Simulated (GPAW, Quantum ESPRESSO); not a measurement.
A computed V K-edge spectrum of one site in a crystal of Mn and V, with its zero at a photon energy of about 5448.1 eV (raw 5471.8 eV, less 23.7 eV of added terms; LDA puts this hole about 14 eV below PBE, itself good to a few eV). Method: Quantum ESPRESSO XSpectra, LDA, excited-electron core hole (neutral cell) in a small cell, dipole transitions, broadening that rises with energy.

Energy from the energy zero of the input (xe0, at the border of filled and empty states); intensity scaled to a mean of 1 over the first 20 eV:

```
E (eV)  intensity
  -2.0       0.05
  -1.5       0.06
  -1.0       0.07
  -0.5       0.10
   0.0       0.18
   0.5       0.27
   1.0       0.39
   1.5       0.42
   2.0       0.43
   2.5       0.38
   3.0       0.42
   3.5       0.53
   4.0       0.66
   4.5       0.72
   5.0       0.74
   5.5       0.70
   6.0       0.71
   6.5       0.75
   7.0       0.72
   7.5       0.68
   8.0       0.70
   8.5       0.78
   9.0       0.87
   9.5       0.98
  10.0       1.07
  10.5       1.14
  11.0       1.18
  11.5       1.22
  12.0       1.26
  12.5       1.30
  13.0       1.32
  13.5       1.35
  14.0       1.37
  14.5       1.39
  15.0       1.41
  15.5       1.43
  16.0       1.44
  16.5       1.46
  17.0       1.48
  17.5       1.49
  18.0       1.50
  18.5       1.52
  19.0       1.53
  19.5       1.53
  20.0       1.53
  20.5       1.51
  21.0       1.49
  21.5       1.46
  22.0       1.43
  22.5       1.40
  23.0       1.38
  23.5       1.36
  24.0       1.35
  24.5       1.35
  25.0       1.35
  25.5       1.35
  26.0       1.35
  26.5       1.36
  27.0       1.37
  27.5       1.37
  28.0       1.38
  28.5       1.38
  29.0       1.38
  29.5       1.38
  30.0       1.38
  30.5       1.38
  31.0       1.38
  31.5       1.37
  32.0       1.37
```

What surroundings does the absorber have?

A K edge sees empty p states. The weak features of the first eV are p character mixed into the empty d bands; the main 4p edge lies above them. It is atom 2 of MnV (Pm-3m), with 8 Mn at 2.51 Å and 6 V at 2.90 Å (cube and octahedron, as in bcc, site symmetry m-3m). Its main maxima below 30 eV lie at 1.7 eV (0.43), 5.0 eV (0.74), 6.6 eV (0.75) and 19.5 eV (1.53), with a pre-edge feature at 1.7 eV. A near-edge spectrum doesn't fix the structure by itself; it is matched against candidates. Quadrupole 1s→3d transitions, which feed the pre-edge, are not in the dipole spectrum. The starting moments shrank to 0.00 μB or less, so this is hardly a magnetic state. The holes are only 5.8 Å apart, so the shape is probably not converged with cell size; no larger cell was run here. Lifetime broadening is put in by hand, and intensities beyond about 20 eV depend on it and on the partial waves. The structure is a published determination, not relaxed.

[Banner, clock and machine lines of the logs are left out without a mark of their own.]

[Logs are printed without paths, hosts, clocks, repeated set-up lines and the standing remarks that a program may print on its own settings, such as how far it seeks lower states.]

[Hosts, paths, dates, database ids (printed as entryN), source tags and the programs' standing remarks are cut or masked in the printed files.]

[Lists of maxima count a maximum above −3 eV only where it reaches 4 % of the highest in the window and stands out from its surroundings by 2 % of it (1.5 % where it reaches 55 %); shoulders and weaker maxima are passed over, and of the rest the first, up to two pre-edge ones and the few strongest are named.]
